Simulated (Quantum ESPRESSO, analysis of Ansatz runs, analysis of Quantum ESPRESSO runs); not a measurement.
# Cu-H pair in ZnO: local vibrational mode against experiment (Quantum ESPRESSO)

Subject: Cu-H pair in ZnO. Wanted: its local vibrational mode, in one set-up (QE: PBE, GBRV 1.5 PBE, 72-site cell, PBE lattice, k: the zone centre alone). The model is a cell of 72 host atoms with Cu put on another atom's site and H put in between. The frequencies come from force constants among the defect atom and its neighbours, with the masses of the isotopes named. Other potentials or another program check that the number doesn't hang on one set of files.

Measured beforehand: O-H stretch, 1H: 3191.8 cm⁻¹, by IR absorption (quoted in “Hydrogen-related defects in hydrothermally grown ZnO studied by Fourier Transform Infrared Spectroscopy”, 2010, Halvard Haug, quoting earlier work (1978)). O-D stretch, 2H: 2379 cm⁻¹, by IR absorption (quoted in “Hydrogen-related defects in hydrothermally grown ZnO studied by Fourier Transform Infrared Spectroscopy”, 2010, Halvard Haug, quoting earlier work (1978)). The calculation is set beside it at the end.

Main program and level: Quantum ESPRESSO 7.5; Quantum ESPRESSO plane-wave DFT, PBE, GBRV 1.5 PBE potentials; relaxation of all atoms of a defect supercell.

### 1. The starting structure

The cell holds 73 atoms: 35 Zn, 36 O, 1 Cu and 1 H. Its edges and angles: a = 9.842 Å, b = 9.842 Å, c = 10.593 Å, α = 90.0°, β = 90.0°, γ = 120.0°. It derives from ZnO (space group P6_3mc). Nearest the centre at fractional (0.521, 0.375, 0.481): H73 at 0.61 Å, Cu38 at 1.06 Å, O28 at 1.62 Å, O39 at 2.28 Å, O60 at 2.29 Å, O36 at 2.31 Å, Zn25 at 2.77 Å, Zn6 at 2.78 Å.

The host's primitive cell comes from a first run (Quantum ESPRESSO plane-wave DFT, PBE, GBRV 1.5 PBE potentials; relaxation of cell and atoms of a defect-free cell): vectors of 3.281, 3.281 and 5.297 Å. That is 12.34 Å³ an atom, 3.7 % over the diffraction cell's volume. The supercell is built on it.

### 2. Relaxation, charge 0

Every later number rests on the structure around the defect, so the atoms are relaxed at the host's lattice first.

Input file pw.in:

```
&CONTROL
  calculation = 'relax'
  prefix = 'pwscf'
  outdir = './tmp'
  pseudo_dir = './pseudo'
  tprnfor = .true.
  disk_io = 'low'
  nstep = 70
  forc_conv_thr = 0.00039
  etot_conv_thr = 0.0001
/
&SYSTEM
  ibrav = 0
  nat = 73
  ntyp = 4
  ecutwfc = 45
  ecutrho = 360
  nbnd = 472
  occupations = 'smearing'
  smearing = 'fd'
  degauss = 0.00073499
  nosym = .true.
/
&ELECTRONS
  conv_thr = 7d-08
  electron_maxstep = 100
  mixing_beta = 0.5
/
&IONS
  ion_dynamics = 'bfgs'
/
ATOMIC_SPECIES
Zn    65.3800 zn_pbe_v1.uspp.F.UPF
O     15.9990 o_pbe_v1.2.uspp.F.UPF
Cu    63.5460 cu_pbe_v1.2.uspp.F.UPF
H      1.0080 h_pbe_v1.4.uspp.F.UPF
CELL_PARAMETERS angstrom
   9.8424224986    0.0000000000    0.0000000000
  -4.9212112493    8.5237879996    0.0000000000
   0.0000000000    0.0000000000   10.5930621374
ATOMIC_POSITIONS crystal
Zn     0.1094477023    0.2218257583    0.2487198100
Zn     0.2203664670    0.1098273429   -0.0011185199
O      0.2214551858    0.1116246290    0.1879388216
O      0.1116840373    0.2215161350    0.4410981445
Zn     0.1128116385    0.2233907683    0.7512553307
Zn     0.2235834448    0.1107714373    0.4987776202
O      0.2200616917    0.1093109757    0.6898246109
O      0.1090392945    0.2216900036    0.9387638932
Zn     0.1115963338    0.5574030566    0.2510787582
Zn     0.2225228062    0.4464853234    0.0006369255
O      0.2208675597    0.4422300977    0.1889359756
O      0.1092670184    0.5550061342    0.4406313595
Zn     0.1103909763    0.5548360608    0.7517541116
Zn     0.2221363079    0.4458909686    0.4987060942
O      0.2221980332    0.4424871266    0.6900620599
O      0.1096873640    0.5535765846    0.9404471485
Zn     0.1125793415    0.8889495213    0.2486553518
Zn     0.2217374083    0.7782825984   -0.0017233422
O      0.2242109952    0.7786545293    0.1905123844
O      0.1124401742    0.8902569968    0.4381045412
Zn     0.1124598581    0.8879051902    0.7498726272
Zn     0.2215845299    0.7775755676    0.4981747829
O      0.2234137259    0.7771206166    0.6883805970
O      0.1127228138    0.8887694311    0.9405858925
Zn     0.4447323540    0.2205101539    0.2507213579
Zn     0.5538398293    0.1090193531    0.0005752841
O      0.5571402970    0.1124930637    0.1907965258
O      0.4315354034    0.1939523067    0.4334605584
Zn     0.4450420164    0.2234875766    0.7515781346
Zn     0.5563332194    0.1112154861    0.4982269117
O      0.5535340028    0.1107036791    0.6902939008
O      0.4428729700    0.2214632138    0.9381146766
Zn     0.4464823606    0.5573624478    0.2494057122
Zn     0.5555804514    0.4424527788   -0.0003226829
O      0.5546980858    0.4437262025    0.1912532205
O      0.4424257985    0.5554131257    0.4389897328
Zn     0.4455780979    0.5543879470    0.7496204095
Cu     0.5784847496    0.4925545056    0.5133110231
O      0.5574274653    0.4457687165    0.6884368148
O      0.4432234520    0.5557601034    0.9409398303
Zn     0.4437048679    0.8867039057    0.2493835438
Zn     0.5576925092    0.7782784577    0.0005626172
O      0.5549543356    0.7770379664    0.1912952762
O      0.4440556454    0.8906980246    0.4395534892
Zn     0.4459361142    0.8906662296    0.7510864259
Zn     0.5565576933    0.7764456877    0.4998730907
O      0.5533714518    0.7771885573    0.6890088283
O      0.4451571463    0.8880086356    0.9409005479
Zn     0.7798177541    0.2241662439    0.2496237252
Zn     0.8895757316    0.1133163334    0.0005049840
O      0.8865501671    0.1100500273    0.1896309002
O      0.7793111684    0.2239675472    0.4406189681
Zn     0.7777278756    0.2238252497    0.7511176833
Zn     0.8865950086    0.1095417379    0.5000489991
O      0.8892568930    0.1115027193    0.6876618312
O      0.7756253190    0.2203376612    0.9394886561
Zn     0.7760931709    0.5543384646    0.2487212610
Zn     0.8906924039    0.4443248174    0.0007355206
O      0.8872214180    0.4422027475    0.1892862442
O      0.7777878685    0.5535861412    0.4399626029
Zn     0.7762041310    0.5538321468    0.7488912458
Zn     0.8870416286    0.4435328979    0.4988244227
O      0.8870517446    0.4431951019    0.6906500270
O      0.7775446196    0.5552367001    0.9376472303
Zn     0.7793719878    0.8907980000    0.2509113188
Zn     0.8872096425    0.7755216551    0.0000702293
O      0.8868288053    0.7767190820    0.1904198695
O      0.7768364719    0.8884644579    0.4377875853
Zn     0.7774145233    0.8904732801    0.7491015238
Zn     0.8889090070    0.7797694653    0.4995709729
O      0.8911083153    0.7792295337    0.6900402174
O      0.7776014985    0.8868948409    0.9401557115
H      0.4856178695    0.3071127734    0.4624370289
K_POINTS gamma
```

Started as:

```sh
$ OMP_NUM_THREADS=1 mpirun -n 16 pw.x -in pw.in > pw.out
```

The log of the run:

```text
This program is part of the open-source Quantum ESPRESSO suite
     for quantum simulation of materials; please cite
         "P. Giannozzi et al., J. Phys.:Condens. Matter 21 395502 (2009);
         "P. Giannozzi et al., J. Phys.:Condens. Matter 29 465901 (2017);
         "P. Giannozzi et al., J. Chem. Phys. 152 154105 (2020);
          URL
     in publications or presentations arising from this work. More details at

     gamma-point specific algorithms are used

     Subspace diagonalization in iterative solution of the eigenvalue problem:
     one sub-group per band group will be used
     scalapack distributed-memory algorithm (size of sub-group:  4*  4 procs)

     --------------------
     sticks:   dense  smooth     PW     G-vecs:    dense   smooth      PW
     Min         535     266     65                43239    15286    1906
     Max         538     268     68                43250    15304    1916
     Sum        8593    4267   1069               691909   244687   30559

     Using Slab Decomposition

     bravais-lattice index     =            0
     lattice parameter (alat)  =      18.5995  a.u.
     unit-cell volume          =    5997.2584 (a.u.)^3
     number of atoms/cell      =           73
     number of atomic types    =            4
     number of electrons       =       936.00
     number of Kohn-Sham states=          472
     kinetic-energy cutoff     =      45.0000  Ry
     charge density cutoff     =     360.0000  Ry
     scf convergence threshold =      7.0E-08
     mixing beta               =       0.5000
     number of iterations used =            8  plain     mixing
     energy convergence thresh.=      1.0E-04
     force convergence thresh. =      3.9E-04
     Exchange-correlation=  SLA  PW   PBX  PBC
                           (   1   4   3   4   0   0   0)
     nstep                     =           70

     celldm(1)=  18.599483  celldm(2)=   0.000000  celldm(3)=   0.000000
     celldm(4)=   0.000000  celldm(5)=   0.000000  celldm(6)=   0.000000

     crystal axes: (cart. coord. in units of alat)
               a(1) = (   1.000000   0.000000   0.000000 )
               a(2) = (  -0.500000   0.866025   0.000000 )
               a(3) = (   0.000000   0.000000   1.076266 )

     reciprocal axes: (cart. coord. in units 2 pi/alat)
               b(1) = (  1.000000  0.577350 -0.000000 )
               b(2) = (  0.000000  1.154701  0.000000 )
               b(3) = (  0.000000 -0.000000  0.929139 )

     PseudoPot. # 1 for Zn read from file:
     zn_pbe_v1.uspp.F.UPF
     Pseudo is Ultrasoft, Zval = 20.0
     Generated by new atomic code, or converted to UPF format
     Using radial grid of  943 points,  6 beta functions with:
                l(1) =   0
                l(2) =   0
                l(3) =   1
                l(4) =   1
                l(5) =   2
                l(6) =   2
     Q(r) pseudized with  8 coefficients,  rinner =    1.100   1.100   1.100
                                                       1.100   1.100

     PseudoPot. # 2 for O  read from file:
     o_pbe_v1.2.uspp.F.UPF
     Pseudo is Ultrasoft + core correction, Zval =  6.0
     Generated by new atomic code, or converted to UPF format
     Using radial grid of  737 points,  5 beta functions with:
                l(1) =   0
                l(2) =   0
                l(3) =   1
                l(4) =   1
                l(5) =   2
     Q(r) pseudized with  8 coefficients,  rinner =    0.900   0.900   0.900
                                                       0.900   0.900

     PseudoPot. # 3 for Cu read from file:
     cu_pbe_v1.2.uspp.F.UPF
     Pseudo is Ultrasoft + core correction, Zval = 19.0
     Generated by new atomic code, or converted to UPF format
     Using radial grid of  867 points,  6 beta functions with:
                l(1) =   0
                l(2) =   0
                l(3) =   1
                l(4) =   1
                l(5) =   2
                l(6) =   2
     Q(r) pseudized with  8 coefficients,  rinner =    1.150   1.150   1.150
                                                       1.150   1.150

     PseudoPot. # 4 for H  read from file:
     h_pbe_v1.4.uspp.F.UPF
     Pseudo is Ultrasoft, Zval =  1.0
     Generated by new atomic code, or converted to UPF format
     Using radial grid of  615 points,  2 beta functions with:
                l(1) =   0
                l(2) =   0
     Q(r) pseudized with  8 coefficients,  rinner =    0.700

     atomic species   valence    mass     pseudopotential
     Zn               20.00    65.38000     Zn( 1.00)
     O                 6.00    15.99900     O ( 1.00)
     Cu               19.00    63.54600     Cu( 1.00)
     H                 1.00     1.00800     H ( 1.00)

     No symmetry found

   Cartesian axes

     site n.     atom                  positions (alat units)
         1        Zn     tau(   1) = (  -0.0014652   0.1921067   0.2676886  )
         2        Zn     tau(   2) = (   0.1654528   0.0951133  -0.0012038  )
         3        O      tau(   3) = (   0.1656429   0.0966698   0.2022721  )
         4        O      tau(   4) = (   0.0009260   0.1918386   0.4747388  )
         5        Zn     tau(   5) = (   0.0011163   0.1934621   0.8085504  )
         6        Zn     tau(   6) = (   0.1681977   0.0959309   0.5368173  )
         7        O      tau(   7) = (   0.1654062   0.0946661   0.7424346  )
         8        O      tau(   8) = (  -0.0018057   0.1919892   1.0103594  )
         9        Zn     tau(   9) = (  -0.1671052   0.4827252   0.2702275  )
        10        Zn     tau(  10) = (  -0.0007199   0.3866676   0.0006855  )
        11        O      tau(  11) = (  -0.0002475   0.3829825   0.2033453  )
        12        O      tau(  12) = (  -0.1682360   0.4806494   0.4742364  )
        13        Zn     tau(  13) = (  -0.1670271   0.4805021   0.8090872  )
        14        Zn     tau(  14) = (  -0.0008092   0.3861529   0.5367403  )
        15        O      tau(  15) = (   0.0009545   0.3832051   0.7426902  )
        16        O      tau(  16) = (  -0.1671009   0.4794114   1.0121710  )
        17        Zn     tau(  17) = (  -0.3318954   0.7698529   0.2676192  )
        18        Zn     tau(  18) = (  -0.1674039   0.6740125  -0.0018548  )
        19        O      tau(  19) = (  -0.1651163   0.6743346   0.2050420  )
        20        O      tau(  20) = (  -0.3326883   0.7709852   0.4715169  )
        21        Zn     tau(  21) = (  -0.3314927   0.7689485   0.8070622  )
        22        Zn     tau(  22) = (  -0.1672033   0.6734002   0.5361685  )
        23        O      tau(  23) = (  -0.1651466   0.6730062   0.7408805  )
[...]
atom   12 type  2   force =     0.00001819   -0.00000884   -0.00005723
     atom   13 type  1   force =    -0.00002057    0.00012345    0.00012439
     atom   14 type  1   force =    -0.00020486   -0.00011193    0.00021004
     atom   15 type  2   force =     0.00009643    0.00007989   -0.00000256
     atom   16 type  2   force =    -0.00004338   -0.00006364    0.00010838
[...]
Total force =     0.001989     Total SCF correction =     0.000072
     Energy error            =      7.5E-06 Ry
     Gradient error          =      4.1E-04 Ry/Bohr

     number of scf cycles    =  34
     number of bfgs steps    =  33

     energy             old  =  -17724.0936565323 Ry
     energy             new  =  -17724.0936640623 Ry

     CASE: energy            _new < energy            _old

     new trust radius        =       0.0076342555 bohr
     new conv_thr            =       0.0000000007 Ry

ATOMIC_POSITIONS (crystal)
Zn               0.1101816043        0.2204270368        0.2498025082
Zn               0.2226824257        0.1108574330       -0.0016480269
O                0.2204536081        0.1088668008        0.1884845213
O                0.1100243480        0.2200472642        0.4395234026
Zn               0.1100884034        0.2215048677        0.7528751705
Zn               0.2092230975        0.1030042485        0.5054921761
O                0.2225633618        0.1112567913        0.6915477114
O                0.1097967147        0.2208159488        0.9412538909
Zn               0.1093839178        0.5522731020        0.2512988546
Zn               0.2225412323        0.4438491945       -0.0005796093
O                0.2207446524        0.4420219160        0.1891143150
O                0.1093482700        0.5521650076        0.4402501183
Zn               0.1111756653        0.5558161832        0.7526830966
Zn               0.2160763011        0.4392611389        0.5053764813
O                0.2208270970        0.4432890599        0.6928062160
O                0.1106675111        0.5548138545        0.9413357131
[...]
NEW-OLD atomic charge density approx. for the potential

     Check: negative core charge=   -0.000002

     Self-consistent Calculation

     iteration #  1     ecut=    45.00 Ry     beta= 0.50
     Davidson diagonalization with overlap
     ethr =  1.00E-06,  avg # of iterations =  4.0

     Threshold (ethr) on eigenvalues was too large:
     Diagonalizing with lowered threshold

     Davidson diagonalization with overlap
     ethr =  7.84E-10,  avg # of iterations =  5.0

     total energy              =  -17724.09366916 Ry
     estimated scf accuracy    <       0.00000942 Ry

     iteration #  2     ecut=    45.00 Ry     beta= 0.50
     Davidson diagonalization with overlap
     ethr =  1.01E-09,  avg # of iterations =  4.0

     total energy              =  -17724.09367027 Ry
     estimated scf accuracy    <       0.00000289 Ry

     iteration #  3     ecut=    45.00 Ry     beta= 0.50
     Davidson diagonalization with overlap
     ethr =  3.09E-10,  avg # of iterations =  6.0

     total energy              =  -17724.09366968 Ry
     estimated scf accuracy    <       0.00001171 Ry

     iteration #  4     ecut=    45.00 Ry     beta= 0.50
     Davidson diagonalization with overlap
     ethr =  3.09E-10,  avg # of iterations =  6.0

     total energy              =  -17724.09367085 Ry
     estimated scf accuracy    <       0.00000371 Ry

     iteration #  5     ecut=    45.00 Ry     beta= 0.50
     Davidson diagonalization with overlap
     ethr =  3.09E-10,  avg # of iterations =  5.0

     total energy              =  -17724.09367116 Ry
     estimated scf accuracy    <       0.00000005 Ry

     iteration #  6     ecut=    45.00 Ry     beta= 0.50
     Davidson diagonalization with overlap
     ethr =  4.93E-12,  avg # of iterations =  5.0

     total energy              =  -17724.09367117 Ry
     estimated scf accuracy    <       0.00000001 Ry

     iteration #  7     ecut=    45.00 Ry     beta= 0.50
     Davidson diagonalization with overlap
     ethr =  1.30E-12,  avg # of iterations =  5.0

     total energy              =  -17724.09367117 Ry
     estimated scf accuracy    <          1.9E-09 Ry

     iteration #  8     ecut=    45.00 Ry     beta= 0.50
     Davidson diagonalization with overlap
     ethr =  2.02E-13,  avg # of iterations =  5.0

     End of self-consistent calculation

          k = 0.0000 0.0000 0.0000 ( 15280 PWs)   bands (ev):

  -115.3511-115.3505-115.3493-115.2685-115.2682-115.2010-115.2010-115.2005
  -115.1549-115.1469-115.1461-115.1390-115.1386-115.1308-115.1285-115.1281
  -115.1246-115.1244-115.1188-115.1182-115.1178-115.1143-115.1139-115.1139
  -115.1034-115.1029-115.1019-115.0975-115.0950-115.0949-115.0935-115.0929
  -115.0911-115.0442-115.0438-102.7969 -69.5895 -69.5889 -69.5865 -69.5273
[...]
6.4241   6.4376   6.4776   6.4843   6.4993   6.5860   6.6017   6.7040
     6.7572   6.7752   6.7781   6.8425   6.8433   6.8854   6.9044   6.9069
     6.9245   6.9286   6.9459   6.9581   6.9618   7.0398   7.0414   7.0492
     7.0634   7.0833   7.0866   7.1065   7.1131   7.1169   7.1372   7.1381
     7.1395   7.1617   7.2298   7.3444   7.3696   7.4053   7.4326   7.4568
     7.4777   7.4974   7.5240   7.5457   7.5531   7.6549   7.6684   7.6764
     7.7167   7.7241   7.7974   7.8567   7.9232   7.9397   8.0781   8.1130
     8.1824   8.2662   8.4101   8.5537   9.1575  11.5984  11.6626  12.2604

     the Fermi energy is     8.8656 ev

!    total energy              =  -17724.09367117 Ry
     estimated scf accuracy    <          4.2E-10 Ry
     smearing contrib. (-TS)   =      -0.00000000 Ry
     internal energy E=F+TS    =  -17724.09367117 Ry

     The total energy is F=E-TS. E is the sum of the following terms:
     one-electron contribution =  -14674.46174527 Ry
     hartree contribution      =    7715.26076540 Ry
     xc contribution           =   -1782.77646607 Ry
     ewald contribution        =   -8982.11622523 Ry

     convergence has been achieved in   8 iterations

     Forces acting on atoms (cartesian axes, Ry/au):

[...]
atom   66 type  1   force =     0.00002340   -0.00014200    0.00007819
     atom   67 type  2   force =    -0.00002628    0.00013396   -0.00007443
     atom   68 type  2   force =     0.00002982    0.00005856    0.00004961
     atom   69 type  1   force =     0.00000664    0.00000569    0.00000868
     atom   70 type  1   force =     0.00026869    0.00011815   -0.00014448
     atom   71 type  2   force =     0.00004763    0.00008879    0.00002911
     atom   72 type  2   force =     0.00001003    0.00001257    0.00011481
     atom   73 type  4   force =    -0.00001964    0.00016520    0.00028574

     Total force =     0.001698     Total SCF correction =     0.000105
     Energy error            =      7.1E-06 Ry
     Gradient error          =      3.6E-04 Ry/Bohr

     bfgs converged in  35 scf cycles and  34 bfgs steps
     (criteria: energy <  1.0E-04 Ry, force <  3.9E-04 Ry/Bohr)

     End of BFGS Geometry Optimization

     Final energy             =  -17724.0936711686 Ry

     File ./tmp/pwscf.bfgs deleted, as requested
Begin final coordinates

ATOMIC_POSITIONS (crystal)
[...]
Zn               0.8879394611        0.7762014283       -0.0007196793
O                0.8878376361        0.7761438617        0.1889090436
O                0.7774426379        0.8884507242        0.4401322586
Zn               0.7775051641        0.8885313688        0.7516073736
Zn               0.8950668934        0.7839571104        0.5038431308
O                0.8907865334        0.7794777773        0.6916751053
O                0.7773737762        0.8882394014        0.9404000299
H                0.4867008601        0.3068552404        0.4703397927
End final coordinates

=------------------------------------------------------------------------------=
   JOB DONE.
=------------------------------------------------------------------------------=
```

The job ended after 23 min (16 MPI ranks of Arm Neoverse V1, shared host; peak memory 3.4 GiB; 6.1 h of CPU time).

(Part 1 of 2 ends here.)

[Logs are printed without paths, hosts, clocks, repeated set-up lines and the standing remarks that a program may print on its own settings, such as how far it seeks lower states.]

[Hosts, paths, dates, database ids (printed as entryN), source tags and the programs' standing remarks are cut or masked in the printed files.]

[For some hosts the program warned that the k-mesh of the response run may be too coarse for force constants and the static dielectric constant; such warnings are not shown here.]
